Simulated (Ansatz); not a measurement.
**Glassy 60SiO2-30Al2O3-5Li2O-5TiO2 (mol %) (72 atoms) under strain**

Aim: relax glassy 60SiO2-30Al2O3-5Li2O-5TiO2 (mol %) (72 atoms), then change its volume and shape to read moduli from the stress.

Calculated with Ansatz 0.2.0; Kohn-Sham DFT, LDA, PAW (set soft_2), plane waves.

### 1. The structure

The cell holds 72 atoms: 12 Si, 12 Al, 2 Li, 1 Ti and 45 O. Its edges and angles: a = 9.574 Å, b = 9.574 Å, c = 9.574 Å, α = 90.0°, β = 90.0°, γ = 90.0°. 72 atoms (12 Si, 12 Al, 2 Li, 1 Ti, 45 O) placed at random at 2.57 g/cm³, melted at 4000 K for 10 ps at fixed volume with the Morse and Coulomb pair potential with partial charges (Pedone, Malavasi, Menziani, Cormack and Segre, J. Phys. Chem. B 110, 11780 (2006)). Quenched from 4000 K to 300 K at 20 K/ps and fixed volume, held 10 ps at zero pressure.

Limits known from the start: The quench rate of 20 K/ps is many orders above laboratory rates, so the cell is likely richer in defects and strain than a real sample. The network of bonds at the start is that of the classical potential that made the cell, and needn't be the one that DFT or experiment would give. Only the Γ point is sampled.

### 2. Single point at the start

The forces at the start show how far the geometry lies from a minimum of this functional.

The input, input.yaml:

```yaml
crystal:
  lattice:
    - [9.57354, 0.0, 0.0]
    - [0.0, 9.57354, 0.0]
    - [0.0, 0.0, 9.57354]
  atoms:
    - { symbol: Si, position: [0.57274, 0.86482, 0.43417] }
    - { symbol: Si, position: [0.43588, 0.90275, 0.82302] }
    - { symbol: Si, position: [0.6929, 0.99528, 0.16567] }
    - { symbol: Si, position: [0.55913, 0.61553, 0.92008] }
    - { symbol: Si, position: [0.92804, 0.5726, 0.53034] }
    - { symbol: Si, position: [0.61256, 0.57974, 0.59946] }
    - { symbol: Si, position: [0.35962, 0.42546, 0.09791] }
    - { symbol: Si, position: [0.23685, 0.20323, 0.70262] }
    - { symbol: Si, position: [0.14852, 0.61879, 0.01284] }
    - { symbol: Si, position: [0.92192, 0.22888, 0.17959] }
    - { symbol: Si, position: [0.38163, 0.10088, 0.07297] }
    - { symbol: Si, position: [0.80789, 0.33984, 0.70476] }
    - { symbol: Al, position: [0.99697, 0.75244, 0.78351] }
    - { symbol: Al, position: [0.89809, 0.80306, 0.05204] }
    - { symbol: Al, position: [0.23084, 0.80691, 0.57108] }
    - { symbol: Al, position: [0.98213, 0.05609, 0.61922] }
    - { symbol: Al, position: [0.75221, 0.93592, 0.82978] }
    - { symbol: Al, position: [0.353, 0.47407, 0.43159] }
    - { symbol: Al, position: [0.08138, 0.30407, 0.46644] }
    - { symbol: Al, position: [0.84222, 0.49319, 0.00992] }
    - { symbol: Al, position: [0.55859, 0.11878, 0.65536] }
    - { symbol: Al, position: [0.02456, 0.05084, 0.91532] }
    - { symbol: Al, position: [0.95327, 0.85734, 0.39071] }
    - { symbol: Al, position: [0.19436, 0.54406, 0.69248] }
    - { symbol: Li, position: [0.22754, 0.1445, 0.35011] }
    - { symbol: Li, position: [0.75023, 0.1434, 0.43625] }
    - { symbol: Ti, position: [0.26355, 0.84443, 0.2603] }
    - { symbol: O, position: [0.58015, 0.57247, 0.75773] }
    - { symbol: O, position: [0.58087, 0.01188, 0.50896] }
    - { symbol: O, position: [0.78237, 0.13106, 0.22065] }
    - { symbol: O, position: [0.93852, 0.27753, 0.62118] }
    - { symbol: O, position: [0.02113, 0.8748, 0.94066] }
    - { symbol: O, position: [0.2595, 0.62524, 0.54883] }
    - { symbol: O, position: [0.89563, 0.71084, 0.46416] }
    - { symbol: O, position: [0.26439, 0.32674, 0.44559] }
    - { symbol: O, position: [0.60616, 0.73737, 0.53588] }
    - { symbol: O, position: [0.98439, 0.15744, 0.04513] }
    - { symbol: O, position: [0.86555, 0.38086, 0.1485] }
    - { symbol: O, position: [0.02278, 0.47928, 0.4482] }
    - { symbol: O, position: [0.77221, 0.49494, 0.59109] }
    - { symbol: O, position: [0.08021, 0.86701, 0.66441] }
    - { symbol: O, position: [0.36356, 0.25821, 0.07606] }
    - { symbol: O, position: [0.41675, 0.83244, 0.37001] }
    - { symbol: O, position: [0.58895, 0.97353, 0.78204] }
    - { symbol: O, position: [0.8897, 0.00311, 0.49042] }
    - { symbol: O, position: [0.68177, 0.24582, 0.67784] }
    - { symbol: O, position: [0.50514, 0.48978, 0.51767] }
    - { symbol: O, position: [0.83511, 0.40522, 0.84929] }
    - { symbol: O, position: [0.70151, 0.61497, 0.00956] }
    - { symbol: O, position: [0.14465, 0.13746, 0.56183] }
    - { symbol: O, position: [0.53868, 0.05561, 0.12826] }
    - { symbol: O, position: [0.37602, 0.49086, 0.24604] }
    - { symbol: O, position: [0.22082, 0.37438, 0.71086] }
    - { symbol: O, position: [0.48175, 0.76991, 0.91489] }
    - { symbol: O, position: [0.21711, 0.72551, 0.11989] }
    - { symbol: O, position: [0.00513, 0.59283, 0.67815] }
    - { symbol: O, position: [0.362, 0.86207, 0.68374] }
    - { symbol: O, position: [0.82161, 0.78105, 0.78223] }
    - { symbol: O, position: [0.27815, 0.02034, 0.18693] }
    - { symbol: O, position: [0.02719, 0.22544, 0.30986] }
    - { symbol: O, position: [0.19842, 0.46616, 0.03967] }
    - { symbol: O, position: [0.17924, 0.65304, 0.85536] }
    - { symbol: O, position: [0.97394, 0.62643, 0.01426] }
    - { symbol: O, position: [0.93998, 0.84505, 0.2122] }
    - { symbol: O, position: [0.46555, 0.49096, 0.98822] }
    - { symbol: O, position: [0.14352, 0.855, 0.40756] }
    - { symbol: O, position: [0.14908, 0.13802, 0.82013] }
    - { symbol: O, position: [0.38987, 0.16211, 0.68007] }
    - { symbol: O, position: [0.88572, 0.04953, 0.78596] }
    - { symbol: O, position: [0.67374, 0.88664, 0.29716] }
    - { symbol: O, position: [0.7639, 0.9276, 0.02414] }
    - { symbol: O, position: [0.37553, 0.01408, 0.93222] }
kpoints:
  mp_grid: { grid: [1, 1, 1] }
hamiltonian:
  xc: lda
scf:
  occupations: { method: fermi_dirac, width: 0.025 }
output:
  forces: true
```

The run is started by

```
ansatz run input.yaml --threads 4 --pin off --max-ram 8192MiB --backend cpu --events-out ev --progress --plain --runs-dir out
```

Numbers of over 12 decimals in the logs are rounded to 6 here.

What it wrote:

```text
[...]
Pseudopotentials: kind: paw
Pseudopotential: Si, paw, valence charge 4, recommended cutoff 420 eV (normal), Si.paw.azcp
Pseudopotential: Al, paw, valence charge 3, recommended cutoff 420 eV (normal), Al.paw.azcp
Pseudopotential: Li, paw, valence charge 3, recommended cutoff 420 eV (normal), Li.paw.azcp
Pseudopotential: Ti, paw, valence charge 12, recommended cutoff 420 eV (normal), Ti.paw.azcp
Pseudopotential: O, paw, valence charge 6, recommended cutoff 420 eV (normal), O.paw.azcp
[... 3 lines on functional and potentials left out ...]
Crystal: 72 atoms, lattice volume = 877.440 Å³
Basis set: ecut = 420 eV, 17071 PW (Γ)
Bands: 258, of which v1, the nominal top of the filled ones, is band 186 counted from 1 (185 counted from 0)
Symmetry: 1 space group operations
Space group: P1 (ITA 1), of the structure as read, at distance tolerance 9.6e-5 Å
k-points: 1
[... 15 lines on functional and potentials left out ...]
Initial density: superposition of atomic densities (neutral atoms: chi_scale 0, normalization atom), corrected by the library's trained network
Initial wavefunctions: pseudopotential atomic-orbital guess
[...]
SCF iter   1: F=—  HF=-41385.093284 eV  |F-HF|=—  |Δ(HF+E_count)|=         —  Δρ=1.40e-2  dr2=1.59e0  ethr=1.77e-3  ⟨swp⟩=7.0  Hψ=1238  notcnv=0  defer=34
preconditioner: auto → Resta (q_TF=auto, 2.365 Å⁻¹)  ε∞=3.4  [insulator: Δε(μ)=2.443 eV  Ē_g=15.350 eV  σ=0.025 eV  W_gap=1.00  n_scr=178 (ndim 8)  ℏωp=23.8 eV  f_vac=0.127  D(μ)=0.00/eV (n_scr^D=0)  ε∞_Penn≈3.4]
SCF iter   2: F=—  HF=-41384.630595 eV  |F-HF|=—  |Δ(HF+E_count)|=   4.63e-1  Δρ=4.59e-3  dr2=1.25e-1  ethr=4.28e-4  ⟨swp⟩=2.0  Hψ=429  notcnv=0  defer=66
SCF iter   3: F=—  HF=-41384.607672 eV  |F-HF|=—  |Δ(HF+E_count)|=   2.29e-2  Δρ=2.36e-3  dr2=4.80e-2  ethr=3.35e-5  ⟨swp⟩=3.0  Hψ=390  notcnv=0  defer=23
automatic band count: iteration 3 solves 215 bands in place of 258: the levels show a gap, and the empty bands left out lie too high to hold charge; the band table lists the bands solved (type scf.n_extra_bands for more)
SCF iter   4: F=—  HF=-41384.598445 eV  |F-HF|=—  |Δ(HF+E_count)|=   9.23e-3  Δρ=1.15e-3  dr2=1.06e-2  ethr=1.29e-5  ⟨swp⟩=2.0  Hψ=384  notcnv=0  defer=23
SCF iter   5: F=—  HF=-41384.595926 eV  |F-HF|=—  |Δ(HF+E_count)|=   2.52e-3  Δρ=2.62e-4  dr2=7.73e-4  ethr=2.86e-6  ⟨swp⟩=2.0  Hψ=310  notcnv=0  defer=23
[...]
SCF iter  10: F=—  HF=-41384.597264 eV  |F-HF|=—  |Δ(HF+E_count)|=   1.99e-7  Δρ=4.17e-6  dr2=1.77e-7  ethr=2.06e-10  ⟨swp⟩=2.0  Hψ=364  notcnv=0  defer=23
SCF iter  11: F=-41384.597264 eV  HF=-41384.597264 eV  |F-HF|=1.57e-8  |Δ(HF+E_count)|=   6.20e-8  Δρ=1.15e-6  dr2=2.23e-8  ethr=2.69e-11  ⟨swp⟩=4.0  Hψ=709  notcnv=0
SCF 1 converged in 11 iterations: F = -41384.597264 eV  dr2 = 2.23e-8
[...]
SCF converged after 11 iterations
Free energy (F): -41384.597264 eV
Harris-Foulkes:  -41384.597264 eV  (|F-HF|=1.57e-8)
Internal energy: -41384.597264 eV  (E = F + TS)
E sigma→0 (E₀):  -41384.597264 eV
Fermi energy:    4.889597 eV
--- Per-component energies (eV) ---
[...]
Σ components = -41384.597264   (vs F -41384.597264, Δ=0.00e0)
--- Forces (eV/Å), atoms counted from 1 ---
  atom   1  Si     0.34631714     0.09512165    -0.88775732
  atom   2  Si     0.48482787    -0.42316115     0.72180373
  atom   3  Si    -0.44229058     1.12922111     0.90832528
  atom   4  Si    -0.02679959     0.13014024     0.05237462
[...]
atom  72  O     -1.11010784     0.05240138    -0.70440276
  max |Σ_I F_I| component: 9.87e-5 eV/Å
```

Run time: 3.2 s. Hardware: 4 threads of Intel Xeon 6975P-C (Granite Rapids), shared host; peak memory 1 GiB.

The r.m.s. force at the start is 1.1 eV/Å.

### 3. Cell and atoms relaxed

Cell and atoms are freed together, to release stress as well as forces.

The input, input.yaml:

```yaml
crystal:
  lattice:
    - [9.57354, 0.0, 0.0]
    - [0.0, 9.57354, 0.0]
    - [0.0, 0.0, 9.57354]
  atoms:
    [... the 72 atom lines of step 2 ...]
kpoints:
  mp_grid: { grid: [1, 1, 1] }
hamiltonian:
  xc: lda
scf:
  occupations: { method: fermi_dirac, width: 0.025 }
output:
  forces: true
relax:
  f_tol: 0.05
  max_steps: 150
  cell: {}
```

What it wrote:

```text
[...]
Crystal: 72 atoms, lattice volume = 877.440 Å³
Basis set: ecut = 420 eV, 17071 PW (Γ)
Bands: 258, of which v1, the nominal top of the filled ones, is band 186 counted from 1 (185 counted from 0)
Symmetry: 1 space group operations
[...]
k-points: 1
[...]
SCF iter   1: F=—  HF=-41385.093284 eV  |F-HF|=—  |Δ(HF+E_count)|=         —  Δρ=1.40e-2  dr2=1.59e0  ethr=1.77e-3  ⟨swp⟩=7.0  Hψ=1238  notcnv=0  defer=34
[...]
SCF iter  10: F=—  HF=-41384.597264 eV  |F-HF|=—  |Δ(HF+E_count)|=   1.94e-7  Δρ=4.17e-6  dr2=1.77e-7  ethr=2.08e-10  ⟨swp⟩=2.0  Hψ=364  notcnv=0  defer=66
SCF iter  11: F=-41384.597264 eV  HF=-41384.597264 eV  |F-HF|=1.57e-8  |Δ(HF+E_count)|=   6.22e-8  Δρ=1.15e-6  dr2=2.23e-8  ethr=2.69e-11  ⟨swp⟩=4.0  Hψ=751  notcnv=0
SCF 1 converged in 11 iterations: F = -41384.597264 eV  dr2 = 2.23e-8
[...]
relax step   1: F+E_penalty+E_count = -41384.59726426 eV  Δ(F+E_penalty+E_count) = +0.000e0 eV  max|allowed force component| = 4.286e0 eV/Å  Δτ_max = 0.0000 Å  P = +2.202 GPa  Ω = 877.440 Å³  (11 SCF iters, dr2 threshold 1.00e-7 eV, accepted)
[... from here on, the SCF cycles and remarks between the steps are left out ...]
relax step   2: F+E_penalty+E_count = -41386.71991468 eV  Δ(F+E_penalty+E_count) = -2.123e0 eV  max|allowed force component| = 2.554e0 eV/Å  Δτ_max = 0.0973 Å  P = +0.906 GPa  Ω = 878.889 Å³  energy of the carried Pulay correction = -7.726e-3 eV  (8 SCF iters, dr2 threshold 7.20e-6 eV, accepted)
relax step   3: F+E_penalty+E_count = -41388.24460308 eV  Δ(F+E_penalty+E_count) = -1.525e0 eV  max|allowed force component| = 7.683e-1 eV/Å  Δτ_max = 0.1595 Å  P = +0.266 GPa  Ω = 874.276 Å³  energy of the carried Pulay correction = +1.692e-2 eV  (8 SCF iters, dr2 threshold 7.20e-6 eV, accepted)
relax step   4: F+E_penalty+E_count = -41388.51196441 eV  Δ(F+E_penalty+E_count) = -2.674e-1 eV  max|allowed force component| = 4.428e-1 eV/Å  Δτ_max = 0.2000 Å  P = -0.164 GPa  Ω = 870.615 Å³  energy of the carried Pulay correction = +3.657e-2 eV  (8 SCF iters, dr2 threshold 7.20e-6 eV, accepted)
relax step   5: F+E_penalty+E_count = -41388.63600957 eV  Δ(F+E_penalty+E_count) = -1.240e-1 eV  max|allowed force component| = 2.341e-1 eV/Å  Δτ_max = 0.0839 Å  P = -0.021 GPa  Ω = 869.866 Å³  energy of the carried Pulay correction = +4.060e-2 eV  (7 SCF iters, dr2 threshold 7.20e-6 eV, accepted)
relax step   6: F+E_penalty+E_count = -41388.69920696 eV  Δ(F+E_penalty+E_count) = -6.320e-2 eV  max|allowed force component| = 1.832e-1 eV/Å  Δτ_max = 0.0931 Å  P = +0.014 GPa  Ω = 869.140 Å³  energy of the carried Pulay correction = +4.451e-2 eV  (7 SCF iters, dr2 threshold 3.43e-6 eV, accepted)
relax step   7: F+E_penalty+E_count = -41388.76477527 eV  Δ(F+E_penalty+E_count) = -6.557e-2 eV  max|allowed force component| = 1.960e-1 eV/Å  Δτ_max = 0.1953 Å  P = -0.009 GPa  Ω = 868.278 Å³  energy of the carried Pulay correction = +4.915e-2 eV  (8 SCF iters, dr2 threshold 2.10e-6 eV, accepted)
relax step   8: F+E_penalty+E_count = -41388.78405606 eV  Δ(F+E_penalty+E_count) = -1.928e-2 eV  max|allowed force component| = 2.370e-1 eV/Å  Δτ_max = 0.0580 Å  P = +0.038 GPa  Ω = 868.561 Å³  energy of the carried Pulay correction = +4.763e-2 eV  (7 SCF iters, dr2 threshold 2.40e-6 eV, accepted)
relax step   9: F+E_penalty+E_count = -41388.83015014 eV  Δ(F+E_penalty+E_count) = -4.609e-2 eV  max|allowed force component| = 1.528e-1 eV/Å  Δτ_max = 0.1938 Å  P = -0.008 GPa  Ω = 868.360 Å³  energy of the carried Pulay correction = +4.871e-2 eV  (7 SCF iters, dr2 threshold 3.51e-6 eV, accepted)
relax step  10: F+E_penalty+E_count = -41388.87229276 eV  Δ(F+E_penalty+E_count) = -4.214e-2 eV  max|allowed force component| = 1.816e-1 eV/Å  Δτ_max = 0.1951 Å  P = +0.013 GPa  Ω = 867.366 Å³  energy of the carried Pulay correction = +5.407e-2 eV  (8 SCF iters, dr2 threshold 1.46e-6 eV, accepted)
relax step  11: F+E_penalty+E_count = -41388.89173184 eV  Δ(F+E_penalty+E_count) = -1.944e-2 eV  max|allowed force component| = 4.620e-1 eV/Å  Δτ_max = 0.1935 Å  P = -0.045 GPa  Ω = 866.134 Å³  energy of the carried Pulay correction = +6.073e-2 eV  (8 SCF iters, dr2 threshold 2.06e-6 eV, accepted)
relax step  12: F+E_penalty+E_count = -41388.92400791 eV  Δ(F+E_penalty+E_count) = -3.228e-2 eV  max|allowed force component| = 3.958e-1 eV/Å  Δτ_max = 0.0883 Å  P = -0.049 GPa  Ω = 864.842 Å³  energy of the carried Pulay correction = +6.772e-2 eV  (7 SCF iters, dr2 threshold 7.20e-6 eV, accepted)
relax step  13: F+E_penalty+E_count = -41389.02102045 eV  Δ(F+E_penalty+E_count) = -9.701e-2 eV  max|allowed force component| = 4.945e-1 eV/Å  Δτ_max = 0.1730 Å  P = +0.129 GPa  Ω = 859.979 Å³  energy of the carried Pulay correction = +9.413e-2 eV  (8 SCF iters, dr2 threshold 7.20e-6 eV, accepted)
relax step  14: F+E_penalty+E_count = -41389.05337949 eV  Δ(F+E_penalty+E_count) = -3.236e-2 eV  max|allowed force component| = 7.988e-1 eV/Å  Δτ_max = 0.1804 Å  P = -0.144 GPa  Ω = 856.941 Å³  energy of the carried Pulay correction = +1.107e-1 eV  (8 SCF iters, dr2 threshold 7.20e-6 eV, accepted)
relax step  15: F+E_penalty+E_count = -41389.21638478 eV  Δ(F+E_penalty+E_count) = -1.630e-1 eV  max|allowed force component| = 3.710e-1 eV/Å  Δτ_max = 0.2000 Å  P = +0.063 GPa  Ω = 858.478 Å³  energy of the carried Pulay correction = +1.023e-1 eV  (8 SCF iters, dr2 threshold 7.20e-6 eV, accepted)
relax step  16: F+E_penalty+E_count = -41389.13449530 eV  Δ(F+E_penalty+E_count) = +8.189e-2 eV  max|allowed force component| = 9.036e-1 eV/Å  Δτ_max = 0.2000 Å  P = -0.380 GPa  Ω = 862.096 Å³  energy of the carried Pulay correction = +8.261e-2 eV  (8 SCF iters, dr2 threshold 7.20e-6 eV, rejected (line search))
relax step  17: F+E_penalty+E_count = -41389.26833931 eV  Δ(F+E_penalty+E_count) = -5.195e-2 eV  max|allowed force component| = 2.452e-1 eV/Å  Δτ_max = 0.0743 Å  P = +0.241 GPa  Ω = 858.494 Å³  energy of the carried Pulay correction = +1.022e-1 eV  (13 SCF iters, accepted)
relax step  18: F+E_penalty+E_count = -41389.25776155 eV  Δ(F+E_penalty+E_count) = +1.058e-2 eV  max|allowed force component| = 2.507e-1 eV/Å  Δτ_max = 0.1000 Å  P = -0.101 GPa  Ω = 861.116 Å³  energy of the carried Pulay correction = +8.794e-2 eV  (8 SCF iters, dr2 threshold 3.76e-6 eV, accepted)
relax step  19: F+E_penalty+E_count = -41389.26773490 eV  Δ(F+E_penalty+E_count) = -9.973e-3 eV  max|allowed force component| = 2.035e-1 eV/Å  Δτ_max = 0.0553 Å  P = -0.104 GPa  Ω = 860.655 Å³  energy of the carried Pulay correction = +9.045e-2 eV  (7 SCF iters, dr2 threshold 3.93e-6 eV, accepted)
relax step  20: F+E_penalty+E_count = -41389.27715733 eV  Δ(F+E_penalty+E_count) = -9.422e-3 eV  max|allowed force component| = 1.004e-1 eV/Å  Δτ_max = 0.0100 Å  P = +0.040 GPa  Ω = 859.708 Å³  energy of the carried Pulay correction = +9.560e-2 eV  (6 SCF iters, dr2 threshold 2.59e-6 eV, accepted)
relax step  21: F+E_penalty+E_count = -41389.27735505 eV  Δ(F+E_penalty+E_count) = -1.977e-4 eV  max|allowed force component| = 2.798e-2 eV/Å  Δτ_max = 0.0086 Å  P = +0.016 GPa  Ω = 859.906 Å³  energy of the carried Pulay correction = +9.452e-2 eV  (6 SCF iters, dr2 threshold 6.30e-7 eV, accepted)
relax step  22: F+E_penalty+E_count = -41389.24904723 eV  Δ(F+E_penalty+E_count) = +2.831e-2 eV  max|allowed force component| = 2.740e-2 eV/Å  Δτ_max = 0.0000 Å  P = -0.089 GPa  Ω = 859.906 Å³  stress off target by 3.54e-1 GPa  SCF on the basis re-selected at this cell (its energy is not comparable with the rows above)  (7 SCF iters)
relax step  23: F+E_penalty+E_count = -41389.25831603 eV  Δ(F+E_penalty+E_count) = -9.269e-3 eV  max|allowed force component| = 3.078e-2 eV/Å  Δτ_max = 0.0093 Å  P = +0.042 GPa  Ω = 858.748 Å³  energy of the carried Pulay correction = +5.835e-3 eV  (7 SCF iters, dr2 threshold 3.13e-7 eV, accepted)
relax step  24: F+E_penalty+E_count = -41389.25970653 eV  Δ(F+E_penalty+E_count) = -1.391e-3 eV  max|allowed force component| = 1.726e-2 eV/Å  Δτ_max = 0.0063 Å  P = +0.010 GPa  Ω = 858.652 Å³  energy of the carried Pulay correction = +6.322e-3 eV  (7 SCF iters, dr2 threshold 3.82e-8 eV, accepted)
relax step  25: F+E_penalty+E_count = -41389.25311640 eV  Δ(F+E_penalty+E_count) = +6.590e-3 eV  max|allowed force component| = 1.720e-2 eV/Å  Δτ_max = 0.0000 Å  P = +0.002 GPa  Ω = 858.652 Å³  stress off target by 8.26e-3 GPa  SCF on the basis re-selected at this cell (its energy is not comparable with the rows above)  (6 SCF iters)
[...]
SCF converged after 6 iterations
Free energy (F): -41389.253116 eV
[...]
Internal energy: -41389.253116 eV  (E = F + TS)
E sigma→0 (E₀):  -41389.253116 eV
Fermi energy:    5.114098 eV
[...]
Σ components = -41389.253116   (vs F -41389.253116, Δ=0.00e0)
--- Forces (eV/Å), atoms counted from 1 ---
  atom   1  Si    -0.00162901     0.00256318    -0.00059217
  atom   2  Si     0.01017032     0.00036643    -0.00088840
  atom   3  Si     0.00378896    -0.01160150     0.00976512
  atom   4  Si     0.00636556     0.00316861    -0.00330459
[...]
atom  72  O     -0.01125532     0.00253838    -0.00927765
  max |Σ_I F_I| component: 9.21e-5 eV/Å
--- Stress (GPa, compression-positive) ---
        0.002925      -0.003215       0.004027
       -0.003215      -0.001893      -0.000668
        0.004027      -0.000668       0.004059
  P = ⅓ Tr σ = 0.0017 GPa (0.017 kbar)
--- Relaxed structure (23 steps of the walk, 22 accepted, 2 SCFs on fresh bases) ---
  F+E_penalty+E_count = -41389.25311640 eV   max|allowed force component| = 1.720e-2 eV/Å   (the final SCF, on the basis selected at the relaxed cell)
  cell:  # Å, volume = 858.6522 Å³
    - [9.691352, 0.060503, -0.027152]
    - [0.060503, 9.305351, -0.200509]
    - [-0.027152, -0.200509, 9.526162]
  atoms:
    - { symbol: Si, position: [0.557849, 0.860203, 0.437196] }
    - { symbol: Si, position: [0.448659, 0.905708, 0.837256] }
    - { symbol: Si, position: [0.710153, 0.971115, 0.181413] }
    - { symbol: Si, position: [0.579174, 0.616965, 0.927781] }
[...]
- { symbol: O, position: [0.380116, 0.020360, 0.948178] }
```

It took 63 s on 4 threads; peak memory 1 GiB.

The relaxation converged after 23 steps, with a largest force component of 0.017 eV/Å.

(Part 1 of 4 ends here.)

[Logs are printed without paths, hosts, clocks, repeated set-up lines and the standing remarks that a program may print on its own settings, such as how far it seeks lower states.]

[Hosts, paths, dates, database ids (printed as entryN), source tags and the programs' standing remarks are cut or masked in the printed files.]
